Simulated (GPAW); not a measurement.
# Rh L₃-edge XANES of Rh (Rhodium, Fm-3m), part 2 of 3

Aim: the dependence of the Rh L₃ near-edge features of Rh (Rhodium, Fm-3m) on volume.

GPAW 26.7.0; X-ray absorption from dipole matrix elements to empty bands, plane-wave PAW PBE.

So far. Step 2 (The field without a hole): The mesh shows no gap, so the system is treated as a metal and the core electron is put at the Fermi level (neutral cell).

The database entry behind the starting cell differs from later determinations by our own check (an axis about 0.2 % short against later determinations), so it need not match the best structure at ambient conditions.

## Step 4: Spectrum with XCH, Rh atom 1

The holes are 6.0 Å apart. In GPAW the data set carries the hole's charge, so charge=0 means a charged cell and charge=-1 a neutral one. The excited electron is kept in the cell, where it fills the lowest empty states and screens the hole. After the field has converged, empty bands are computed with the density fixed and the dipole matrix elements are summed.

The absorber has 12 Rh at 2.68 Å (cuboctahedral, site symmetry m-3m).

xas.py reads:

```python
import numpy as np
from ase import Atoms
from ase.parallel import parprint, paropen
from gpaw import GPAW, PW, FermiDirac, Mixer, MixerDif, setup_paths
from gpaw.test import gen
setup_paths.insert(0, '.')
gen('Rh', name='fch2p', xcname='PBE', corehole=(2, 1, 1), write_xml=True)
from gpaw.mpi import world
world.barrier()

atoms = Atoms('Rh13',
    cell=[[-1.89785, 0, 5.69355],
     [0, 5.69355, 1.89785],
     [-5.69355, -1.89785, 0]],
    scaled_positions=[[0, 0, 0],
     [0.30769231, 0.07692308, 0.23076923],
     [0.07692308, 0.76923077, 0.30769231],
     [0.53846154, 0.38461538, 0.15384615],
     [0.15384615, 0.53846154, 0.61538462],
     [0.61538462, 0.15384615, 0.46153846],
     [0.76923077, 0.69230769, 0.07692308],
     [0.23076923, 0.30769231, 0.92307692],
     [0.38461538, 0.84615385, 0.53846154],
     [0.84615385, 0.46153846, 0.38461538],
     [0.46153846, 0.61538462, 0.84615385],
     [0.92307692, 0.23076923, 0.69230769],
     [0.69230769, 0.92307692, 0.76923077]],
    pbc=True)
atoms.calc = calc = GPAW(legacy_gpaw=True, mode=PW(430, force_complex_dtype=True), xc='PBE', setups={0: 'fch2p'},
    kpts={'size': (5, 5, 5), 'gamma': True}, occupations=FermiDirac(0.1),
    charge=-1, mixer=Mixer(0.1, 5, 50), maxiter=150,
    convergence={'density': 0.0001, 'eigenstates': 1e-6}, txt='scf.txt')
energy = atoms.get_potential_energy() + calc.get_reference_energy()
ef = calc.get_fermi_level()
out = dict(energy=energy, fermi=ef, forces=atoms.get_forces().tolist())
parprint(f'all-electron energy {energy:.4f} eV, Fermi level {ef:.4f} eV')
ev = np.array([[calc.get_eigenvalues(k, s) for k in range(len(calc.get_ibz_k_points()))] for s in range(calc.get_number_of_spins())])
out['homo'], out['lumo'], out['counts'] = ev[ev < ef].max(), ev[ev > ef].min(), sorted(set((ev < ef).sum((0, 2)).tolist()))
out['filled'] = (ev[:, 0] < ef).sum(1).tolist()

from ase.units import Ha
from gpaw.xas import dipole_matrix_elements
nb = int(calc.get_number_of_electrons() / 2) + 174
top, nb = nb, nb + 8 + nb // 12
nscf = calc.fixed_density(kpts={'size': (7, 7, 7), 'gamma': True}, nbands=nb,
    convergence={'bands': top, 'eigenstates': 5e-3}, maxiter=60, txt='nscf.txt')
cell = atoms.cell.array
ops = [cell.T @ U.T @ np.linalg.inv(cell.T) for U in nscf.wfs.kd.symmetry.op_scc]
E = np.arange(-6, 34, 0.1)
fwhm = np.interp(E, [4, 25], [2.13, 3.5])
Y, X, zero, highest = 0, 0, 1e9, 1e9
for spin in range(nscf.get_number_of_spins()):
    wfs = nscf.wfs
    mine = wfs.bd.get_slice()  # this rank's bands
    A = dipole_matrix_elements(wfs.setups[0])
    eps = np.zeros((wfs.kd.nibzkpts, nb))
    d = np.zeros((3, A.shape[1], wfs.kd.nibzkpts, nb), complex)
    for kpt in wfs.kpt_u:
        if kpt.s == spin and 0 in kpt.P_ani:
            eps[kpt.k, mine] = kpt.eps_n * Ha
            d[:, :, kpt.k, mine] = (kpt.weight * wfs.nspins / 2) ** 0.5 * np.inner(A, kpt.P_ani[0])
    world.sum(eps)
    world.sum(d)
    T = np.einsum('amkn,bmkn->abkn', d, d.conj()).real
    T = sum(np.einsum('ai,ijkn,bj->abkn', R, T, R) for R in ops) / len(ops)
    empty = eps > ef
    zero, highest = min(zero, eps[empty].min()), min(highest, eps[:, top - 1].min())
    lines = [(eps, T, empty)] if spin == 0 else lines + [(eps, T, empty)]
for eps, T, empty in lines:
    f = np.einsum('aakn->akn', T).reshape(3, -1)
    x = eps.ravel() - zero
    w = np.interp(x, E, fwhm) / 2.35482
    g = np.exp(-0.5 * ((E[:, None] - x) / w) ** 2) / (w * (2 * np.pi) ** 0.5)
    Y = Y + (f * empty.ravel()) @ g.T
    X = X + (f * ~empty.ravel()) @ g.T
out.update(E=E.round(2).tolist(), xas=Y.tolist(), xes=X.tolist(), zero=zero, valid=highest - zero, nk=len(eps), nb=nb)
for i in range(0, len(E), 10):
    parprint(f'{E[i]:7.2f}', *(f'{v:10.3e}' for v in Y[:, i]))
import json
with paropen('out.json', 'w') as f:
    json.dump(out, f)
```

Command:

```console
$ OMP_NUM_THREADS=1 mpirun -n 4 gpaw python xas.py
```

Numbers of over 12 decimals in the logs are rounded to 6 here.

The log of the run:

```text
Input parameters:
  charge: -1
  convergence: {density: 0.0001,
                eigenstates: 1e-06}
  kpts: {gamma: True,
         size: (5, 5, 5)}
  maxiter: 150
  mixer: {backend: pulay,
          beta: 0.1,
          method: separate,
          nmaxold: 5,
          weight: 50}
  mode: {ecut: 430.0,
         force_complex_dtype: True,
         name: pw}
  occupations: {fixmagmom: False,
                name: fermi-dirac,
                width: 0.1}
  setups: {0: fch2p}
  xc: PBE

Initialize ...

[... PAW data sets ...]

Reference energy: -1688700.503414  # eV

Spin-paired calculation

[... convergence settings ...]
Symmetries present (total): 6
  [... symmetry matrices ...]

125 k-points: 5 x 5 x 5 Monkhorst-Pack grid
23 k-points in the irreducible part of the Brillouin zone
       k-points in crystal coordinates                weights
   0:     0.00000000    0.00000000    0.00000000          1/125
   1:     0.20000000   -0.20000000   -0.20000000          2/125
   2:     0.20000000    0.00000000   -0.20000000          6/125
   3:     0.20000000    0.00000000    0.00000000          6/125
   4:     0.20000000    0.20000000    0.00000000          6/125
   5:     0.20000000    0.20000000    0.20000000          6/125
   6:     0.40000000   -0.40000000   -0.40000000          2/125
   7:     0.40000000   -0.20000000   -0.40000000          6/125
   8:     0.40000000   -0.20000000   -0.20000000          6/125
   9:     0.40000000   -0.20000000    0.00000000          6/125
          ...
  22:     0.40000000    0.40000000    0.40000000          6/125

Wave functions: Plane wave expansion
  Cutoff energy: 430.000 eV
  Number of coefficients (min, max): 3571, 3622
  Pulay-stress correction: 0.000000 eV/Ang^3 (de/decut=0.000000)
  Using FFTW library
  Wavefunction extrapolation:
    Improved wavefunction reuse through dual PAW basis

Occupation numbers: Fermi-Dirac:
  width: 0.1000  # eV

Eigensolver
   Davidson(niter=2)

Densities:
  Coarse grid: 30*30*30 grid
  Fine grid: 60*60*60 grid
  Total Charge: 0.000000

Density mixing:
  Method: separate
  Backend: pulay
  Linear mixing parameter: 0.1
  old densities: 5
  Width of damping distribution: 1.1
  Damping of long wavelength oscillations: 50

[... Hamiltonian set-up ...]
Number of atoms: 13
Number of atomic orbitals: 156
Number of bands in calculation: 122
Number of valence electrons: 196
Bands to converge: occupied

... initialized

Initializing position-dependent things.

Density initialized from atomic densities
Creating initial wave functions:
  122 bands from LCAO basis set

          Rh       Rh
             Rh
       Rh     Rh
        Rh        Rh
                   Rh
            Rh
             Rh
       Rh        Rh

                     Rh

Atomic positions and initial magnetic moments

Positions:
   0 Rh     0.000000    0.000000    0.000000    ( 0.0000,  0.0000,  0.0000)
   1 Rh    -1.897850    0.000000    1.897850    ( 0.0000,  0.0000,  0.0000)
   2 Rh    -1.897850    3.795700    1.897850    ( 0.0000,  0.0000,  0.0000)
   3 Rh    -1.897850    1.897850    3.795700    ( 0.0000,  0.0000,  0.0000)
   4 Rh    -3.795700    1.897850    1.897850    ( 0.0000,  0.0000,  0.0000)
   5 Rh    -3.795700   -0.000000    3.795700    ( 0.0000,  0.0000,  0.0000)
   6 Rh    -1.897850    3.795700    5.693550    ( 0.0000,  0.0000,  0.0000)
[...]
10 Rh    -5.693550    1.897850    3.795700    ( 0.0000,  0.0000,  0.0000)
  11 Rh    -5.693550   -0.000000    5.693550    ( 0.0000,  0.0000,  0.0000)
  12 Rh    -5.693550    3.795700    5.693550    ( 0.0000,  0.0000,  0.0000)

Unit cell:
           periodic     x           y           z      points  spacing
  1. axis:    yes   -1.897850    0.000000    5.693550    30     0.1724
  2. axis:    yes    0.000000    5.693550    1.897850    30     0.1724
  3. axis:    yes   -5.693550   -1.897850    0.000000    30     0.1724

  Lengths:   6.001529   6.001529   6.001529
  Angles:  107.457603  72.542397  72.542397

Effective grid spacing dv^(1/3) = 0.1874

iter:   1  -119.624211
iter:   2  -110.747673   -1.21  -1.31
iter:   3  -127.215969   -0.57  -1.41
iter:   4  -109.435370   -1.95  -1.53
iter:   5  -104.448126   -1.43  -1.83
iter:   6  -104.795727   -1.99  -2.17
iter:   7  -104.526086   -3.42  -2.02
iter:   8  -104.428162   -2.29  -2.11
iter:   9  -104.347647   -3.37  -2.63
iter:  10  -104.320298   -3.50  -2.83
iter:  11  -104.432396   -3.06  -2.87
iter:  12  -104.316515   -3.02  -2.76
iter:  13  -104.313832   -5.00  -3.20
iter:  14  -104.313238c  -5.06  -3.25
iter:  15  -104.312658c  -5.19  -3.30
iter:  16  -104.312446c  -5.21  -3.38
iter:  17  -104.312248c  -5.86  -3.69
iter:  18  -104.312244c  -6.09c -3.94
iter:  19  -104.312238c  -6.70c -4.22c

Converged after 19 iterations.

Dipole moment: (-0.000000, 0.000000, 0.000000) |e|*Ang

Energy contributions relative to reference atoms: (reference = -1688700.503414)

Kinetic:        +13.341526
Potential:      -39.627746
External:        +0.000000
XC:             -76.626082
Entropy (-ST):   -0.583278
Local:           -1.108297
SIC:             +0.000000
--------------------------
Free energy:   -104.603877
Extrapolated:  -104.312238

Showing only first 2 kpts
 Kpt  Band  Eigenvalues  Occupancy
  0    96     11.73609    1.47835
  0    97     11.74337    1.44981
  0    98     11.74337    1.44981
  0    99     11.89168    0.74842

  1    96     11.71897    1.54163
  1    97     11.71897    1.54163
  1    98     11.75730    1.39254
[...]
Fermi level: 11.84026

No gap
No difference between direct/indirect transitions

Forces in eV/Ang:
  0 Rh   -0.00000    0.00000    0.00000
  1 Rh   -0.33337    0.06395    0.33618
  2 Rh   -0.33618   -0.33337    0.06395
  3 Rh    0.01210    0.27259   -0.21460
  4 Rh    0.27259   -0.21460   -0.01210
  5 Rh   -0.21460   -0.01210   -0.27259
  6 Rh   -0.06395   -0.33618   -0.33337
[...]
10 Rh   -0.01210   -0.27259    0.21460
 11 Rh    0.33618    0.33337   -0.06395
 12 Rh    0.33337   -0.06395   -0.33618
Scalar-relativistic atomic PBE calculation for Rh (Rhodium, Z=45)
Core hole in 2p state (2p occupation: 5.0)
750 radial gridpoints.
|------------------------------------------------|
|------------------------------------------------|
[... the atom generator's iteration count ...]

Energy contributions:
-------------------------
Kinetic:    +4835.338849
XC:          -133.842923
Potential:  -9371.773996
-------------------------
Total:      -4670.278070

state      eigenvalue         ekin         rmax
-----------------------------------------------
1s^2.0 :  -852.461946  1074.615022        0.021
2s^2.0 :  -126.585692   223.173303        0.119
2p^5.0 :  -114.377278   213.721231        0.095
3s^2.0 :   -23.411259    62.145578        0.347
3p^6.0 :   -19.278965    57.953541        0.339
3d^10.0:   -12.642219    52.890634        0.283
4s^2.0 :    -3.613408    15.397503        0.861
4p^6.0 :    -2.406738    12.844832        0.915
4d^8.0 :    -0.670359     7.561559        1.071
5s^1.0 :    -0.448112     1.880827        2.402
5p^0.0 :    -0.262940     1.098708        3.012
-----------------------------------------------
(units: Bohr and Hartree)

Generating PAW setup
Kinetic energy of the core from tauc = 4804.579121227055
Cutoffs:
rc(s)=2.400
rc(p)=2.610
rc(d)=2.350
rc(vbar)=2.390
rc(comp)=2.290
rc(nct)=2.610

Kinetic energy of the core states: 4695.896552
Charge: 1.0
Core electrons: 29.0
Valence electrons: 15.0
Pseudo-core charge: 0.066325
Shape function alpha=1.907
Pseudo-electron charge 4.822666
state    eigenvalue         norm
--------------------------------
5s(1) :    -0.448112     1.049459
*s    :     0.551888
4p(6) :    -2.406738     0.092541
5p(0) :    -0.262940     1.008679
4d(8) :    -0.670359     0.393955
*d    :     0.329641
--------------------------------

Diagonalizing with gridspacing h=0.050

state   all-electron     PAW
-------------------------------
5s:      -0.448112    -0.448351
4p:      -2.406738    -2.406896
4d:      -0.670359    -0.671209
*f:                   -0.023813
-------------------------------
all-electron energy -1688804.8157 eV, Fermi level 11.8403 eV
[...]
31.00  5.667e-06  5.667e-06  5.667e-06
  32.00  4.570e-06  4.570e-06  4.570e-06
  33.00  3.642e-06  3.642e-06  3.642e-06
```

Wall time 4 min (4 MPI ranks of AMD EPYC 9R45, shared host); peak memory 0.82 GiB; 16 min of CPU time.

The Rh L₃ spectrum, Rh atom 1, excited-electron core hole (neutral cell) (energy from the lowest empty level; intensity scaled to a mean of 1 over the first 20 eV):

```tsv
E (eV)	intensity
-2.0	0.10
-1.0	0.90
0.0	2.51
1.0	2.44
2.0	1.22
3.0	0.80
4.0	0.73
5.0	0.65
6.0	0.55
7.0	0.50
8.0	0.63
9.0	0.80
10.0	0.80
11.0	0.82
12.0	1.00
13.0	1.16
14.0	1.22
15.0	1.24
16.0	1.22
17.0	1.10
18.0	0.89
19.0	0.68
20.0	0.63
21.0	0.76
22.0	0.91
23.0	0.90
24.0	0.76
25.0	0.64
26.0	0.68
27.0	0.85
28.0	1.04
29.0	1.15
30.0	1.12
31.0	0.98
32.0	0.79
```

Main maxima below 30 eV (height): 0.4 eV (2.79), 15.2 eV (1.24), 22.4 eV (0.93) and 29.2 eV (1.16). At an L edge the dipole rule selects empty d (and weakly s) states on the absorber, and the strong line at the onset measures the empty part of its d band.

The energy difference (zero at 3040 eV) isn't read as a photon energy: for so heavy an absorber the terms left out (core spin–orbit splitting, the hole's spin, the functional's error) amount to tens of eV or more.

## Step 5: Supercell without a hole, the energy reference

The cell changes for the next run, so it gets a reference energy of its own.

The cell differs from the one that the last finished run ended in (a 6.002 → 5.879 Å, b 6.002 → 5.879 Å, c 6.002 → 5.879 Å).

scf.py reads:

```python
import numpy as np
from ase import Atoms
from ase.parallel import parprint, paropen
from gpaw import GPAW, PW, FermiDirac, Mixer, MixerDif, setup_paths
from gpaw.test import gen
setup_paths.insert(0, '.')
gen('Rh', name='nch2p', xcname='PBE', corehole=(2, 1, 0), write_xml=True)
from gpaw.mpi import world
world.barrier()

atoms = Atoms('Rh13',
    cell=[[-1.8591075, 0, 5.57732249],
     [0, 5.57732249, 1.8591075],
     [-5.57732249, -1.8591075, 0]],
    scaled_positions=[[0, 0, 0],
     [0.30769231, 0.07692308, 0.23076923],
     [0.07692308, 0.76923077, 0.30769231],
     [0.53846154, 0.38461538, 0.15384615],
     [0.15384615, 0.53846154, 0.61538462],
     [0.61538462, 0.15384615, 0.46153846],
     [0.76923077, 0.69230769, 0.07692308],
     [0.23076923, 0.30769231, 0.92307692],
     [0.38461538, 0.84615385, 0.53846154],
     [0.84615385, 0.46153846, 0.38461538],
     [0.46153846, 0.61538462, 0.84615385],
     [0.92307692, 0.23076923, 0.69230769],
     [0.69230769, 0.92307692, 0.76923077]],
    pbc=True)
atoms.calc = calc = GPAW(legacy_gpaw=True, mode=PW(430, force_complex_dtype=True), xc='PBE', setups={0: 'nch2p'},
    kpts={'size': (5, 5, 5), 'gamma': True}, occupations=FermiDirac(0.1),
    charge=0, mixer=Mixer(0.1, 5, 50), maxiter=150,
    convergence={'density': 0.0001, 'eigenstates': 1e-6}, txt='scf.txt')
energy = atoms.get_potential_energy() + calc.get_reference_energy()
ef = calc.get_fermi_level()
out = dict(energy=energy, fermi=ef, forces=atoms.get_forces().tolist())
parprint(f'all-electron energy {energy:.4f} eV, Fermi level {ef:.4f} eV')
ev = np.array([[calc.get_eigenvalues(k, s) for k in range(len(calc.get_ibz_k_points()))] for s in range(calc.get_number_of_spins())])
out['homo'], out['lumo'], out['counts'] = ev[ev < ef].max(), ev[ev > ef].min(), sorted(set((ev < ef).sum((0, 2)).tolist()))
out['filled'] = (ev[:, 0] < ef).sum(1).tolist()
import json
with paropen('out.json', 'w') as f:
    json.dump(out, f)
```

Command:

```console
$ OMP_NUM_THREADS=1 mpirun -n 4 gpaw python scf.py
```

The log of the run:

```text
Input parameters:
  convergence: {density: 0.0001,
                eigenstates: 1e-06}
  kpts: {gamma: True,
         size: (5, 5, 5)}
  maxiter: 150
  mixer: {backend: pulay,
          beta: 0.1,
          method: separate,
          nmaxold: 5,
          weight: 50}
  mode: {ecut: 430.0,
         force_complex_dtype: True,
         name: pw}
  occupations: {fixmagmom: False,
                name: fermi-dirac,
[...]
*s    :     0.842099
4p(6) :    -1.853221     0.119901
5p(0) :    -0.031305     0.998431
4d(8) :    -0.218353     0.503132
*d    :     0.781647
--------------------------------

Diagonalizing with gridspacing h=0.050

state   all-electron     PAW
-------------------------------
5s:      -0.157901    -0.158028
4p:      -1.853221    -1.853430
4d:      -0.218353    -0.219202
*f:                    0.068044
-------------------------------
all-electron energy -1691843.8531 eV, Fermi level 13.1042 eV
[key lines of the parts left out:]
Converged after 13 iterations.
Dipole moment: (-0.000000, 0.000000, -0.000000) |e|*Ang
Free energy:    -93.687230
Fermi level: 13.10420
```

The job ended after 46 s (4 MPI ranks; peak memory 0.34 GiB).

Reference energy: -1691843.853 eV with the cores included.

## Step 6: Spectrum with XCH, Rh atom 1

Shorter bonds are expected to push antibonding states and scattering resonances up, and longer ones down; the cell is scaled to test that.

Changed against the first core-hole run: volume scale from 1 to 0.94.

Changes to xas.py since step 4:

```diff
@@ -11,5 +11,5 @@
 atoms = Atoms('Rh13',
-    cell=[[-1.89785, 0, 5.69355],
-     [0, 5.69355, 1.89785],
-     [-5.69355, -1.89785, 0]],
+    cell=[[-1.8591075, 0, 5.57732249],
+     [0, 5.57732249, 1.8591075],
+     [-5.57732249, -1.8591075, 0]],
     scaled_positions=[[0, 0, 0],
@@ -42,3 +42,3 @@
 from gpaw.xas import dipole_matrix_elements
-nb = int(calc.get_number_of_electrons() / 2) + 174
+nb = int(calc.get_number_of_electrons() / 2) + 167
 top, nb = nb, nb + 8 + nb // 12
```

Command:

```console
$ OMP_NUM_THREADS=1 mpirun -n 4 gpaw python xas.py
```

The log of the run:

```text
Input parameters:
  charge: -1
  convergence: {density: 0.0001,
                eigenstates: 1e-06}
  kpts: {gamma: True,
         size: (5, 5, 5)}
  maxiter: 150
  mixer: {backend: pulay,
          beta: 0.1,
          method: separate,
          nmaxold: 5,
          weight: 50}
  mode: {ecut: 430.0,
         force_complex_dtype: True,
         name: pw}
  occupations: {fixmagmom: False,
[...]
*d    :     0.329641
--------------------------------

Diagonalizing with gridspacing h=0.050

state   all-electron     PAW
-------------------------------
5s:      -0.448112    -0.448351
4p:      -2.406738    -2.406896
4d:      -0.670359    -0.671209
*f:                   -0.023813
-------------------------------
all-electron energy -1688803.3635 eV, Fermi level 13.0218 eV
[...]
32.00  5.657e-06  5.657e-06  5.657e-06
  33.00  4.528e-06  4.528e-06  4.528e-06
[key lines of the parts left out:]
Converged after 19 iterations.
Dipole moment: (-0.000000, -0.000000, 0.000000) |e|*Ang
Free energy:   -103.119038
Fermi level: 13.02177
```

The job ended after 3.9 min (4 MPI ranks; peak memory 0.79 GiB; 15 min of CPU time).

```tsv
E (eV)	first run	this run
-2.0	0.10	0.10
-1.0	0.90	0.85
0.0	2.51	2.46
1.0	2.44	2.46
2.0	1.22	1.23
3.0	0.80	0.77
4.0	0.73	0.72
5.0	0.65	0.65
6.0	0.55	0.56
7.0	0.50	0.48
8.0	0.63	0.51
9.0	0.80	0.70
10.0	0.80	0.81
11.0	0.82	0.79
12.0	1.00	0.87
13.0	1.16	1.08
14.0	1.22	1.23
15.0	1.24	1.28
16.0	1.22	1.29
17.0	1.10	1.22
18.0	0.89	1.02
19.0	0.68	0.77
20.0	0.63	0.61
21.0	0.76	0.63
22.0	0.91	0.79
23.0	0.90	0.92
24.0	0.76	0.87
25.0	0.64	0.72
26.0	0.68	0.63
27.0	0.85	0.68
28.0	1.04	0.85
29.0	1.15	1.03
30.0	1.12	1.13
31.0	0.98	1.10
32.0	0.79	0.95
```

The scaled spectrum changes by 8 % r.m.s. The highest intensity below 24 eV stays at 0.4 eV.

The photon energy of the zero moves by +0.15 eV.

## Step 7: Reference energy of the supercell

The cell changes for the next run, so it gets a reference energy of its own.

The cell differs from the one that the last finished run ended in (a 5.879 → 5.941 Å, b 5.879 → 5.941 Å, c 5.879 → 5.941 Å).

Changes to scf.py since step 5:

```diff
@@ -11,5 +11,5 @@
 atoms = Atoms('Rh13',
-    cell=[[-1.8591075, 0, 5.57732249],
-     [0, 5.57732249, 1.8591075],
-     [-5.57732249, -1.8591075, 0]],
+    cell=[[-1.87867849, 0, 5.63603546],
+     [0, 5.63603546, 1.87867849],
+     [-5.63603546, -1.87867849, 0]],
     scaled_positions=[[0, 0, 0],
```

Command:

```console
$ OMP_NUM_THREADS=1 mpirun -n 4 gpaw python scf.py
```

The log of the run:

```text
Input parameters:
  convergence: {density: 0.0001,
                eigenstates: 1e-06}
  kpts: {gamma: True,
         size: (5, 5, 5)}
  maxiter: 150
  mixer: {backend: pulay,
          beta: 0.1,
          method: separate,
          nmaxold: 5,
          weight: 50}
  mode: {ecut: 430.0,
         force_complex_dtype: True,
         name: pw}
  occupations: {fixmagmom: False,
                name: fermi-dirac,
[...]
*s    :     0.842099
4p(6) :    -1.853221     0.119901
5p(0) :    -0.031305     0.998431
4d(8) :    -0.218353     0.503132
*d    :     0.781647
--------------------------------

Diagonalizing with gridspacing h=0.050

state   all-electron     PAW
-------------------------------
5s:      -0.157901    -0.158028
4p:      -1.853221    -1.853430
4d:      -0.218353    -0.219202
*f:                    0.068044
-------------------------------
all-electron energy -1691844.6845 eV, Fermi level 12.4951 eV
[key lines of the parts left out:]
Converged after 13 iterations.
Dipole moment: (0.000000, 0.000000, 0.000000) |e|*Ang
Free energy:    -94.534404
Fermi level: 12.49507
```

The job ended after 48 s (4 MPI ranks; peak memory 0.35 GiB).

Reference energy: -1691844.684 eV with the cores included.

(Continued in part 3 of 3.)

[Banner, clock and machine lines of the logs are left out without a mark of their own.]

[Logs are printed without paths, hosts, clocks, repeated set-up lines and the standing remarks that a program may print on its own settings, such as how far it seeks lower states.]

[Hosts, paths, dates, database ids (printed as entryN), source tags and the programs' standing remarks are cut or masked in the printed files.]

[Lists of maxima count a maximum above −3 eV only where it reaches 4 % of the highest in the window and stands out from its surroundings by 2 % of it (1.5 % where it reaches 55 %); shoulders and weaker maxima are passed over, and of the rest the first, up to two pre-edge ones and the few strongest are named.]
